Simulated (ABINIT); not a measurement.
An input for ABINIT 10.8.3 (GaN (F-43m)):

```
acell 3*1.0 Angstrom
rprim 
  0.000000000000 2.253500607500 2.253500607500
  2.253500607500 0.000000000000 2.253500607500
  2.253500607500 2.253500607500 0.000000000000
ntypat 2
znucl 31 7
natom 2
typat 1 2
xred 
  0.000000000000 0.000000000000 0.000000000000
  0.750000000000 0.750000000000 0.750000000000
pp_dirpath "pseudos"
pseudos "Ga.upf, N.upf"
ecut 45
ngkpt 6 6 6
nshiftk 1
shiftk 0 0 0
kptopt 1
chksymbreak 0
istwfk *1
occopt 1
irdwfk 1
optdriver 4
nband 91
gwcalctyp 0
ecutsigx 45
symsigma 1
nkptgw 16
kptgw 
  0.0000000000 0.0000000000 0.0000000000
  0.1666666667 0.0000000000 0.0000000000
  0.3333333333 0.0000000000 0.0000000000
  0.5000000000 0.0000000000 0.0000000000
  0.1666666667 0.1666666667 0.0000000000
  0.3333333333 0.1666666667 0.0000000000
  0.5000000000 0.1666666667 0.0000000000
  -0.3333333333 0.1666666667 0.0000000000
  -0.1666666667 0.1666666667 0.0000000000
  0.3333333333 0.3333333333 0.0000000000
  0.5000000000 0.3333333333 0.0000000000
  -0.3333333333 0.3333333333 0.0000000000
  0.5000000000 0.5000000000 0.0000000000
  0.5000000000 0.3333333333 0.1666666667
  -0.3333333333 0.3333333333 0.1666666667
  -0.3333333333 0.5000000000 0.1666666667
bdgw 
  11 18
  11 18
  11 18
  11 18
  11 18
  11 18
  11 18
  11 18
  11 18
  11 18
  11 18
  11 18
  11 18
  11 18
  11 18
  11 18
ecuteps 6.6
irdscr 1
ppmodel 1
indata_prefix "in"
outdata_prefix "out"
tmpdata_prefix "tmp"
```

```sh
OMP_NUM_THREADS=1 mpirun -n 4 abinit run.abi > log
```

Q: Estimate wall time and host memory on 4 MPI ranks of Arm Neoverse V1, shared host.

It took 4.4 min; on shared hardware allow 2.2 min to 8.9 min. Peak host memory was 1.3 GiB.

[Paths, hosts, dates, memory and timing lines, banners, echoed tables and standing remarks are left out of the program output.]

[Logs are printed without paths, hosts, clocks, repeated set-up lines and the standing remarks that a program may print on its own settings, such as how far it seeks lower states.]

[Runs of the session that timed out or met a known fault of the program may be left out.]

[Hosts, paths, dates, database ids (printed as entryN), source tags and the programs' standing remarks are cut or masked in the printed files.]

[G0W0 gaps are taken among the corrected bands and points alone; a level outside them can change the order at an edge.]

[Where Ansatz stands beside ABINIT at settings called matched, ABINIT's density can come from a denser mesh and the files from another edition; pairs whose starting gaps differed by over 0.03 eV were left out, so agreement reads better than it is.]
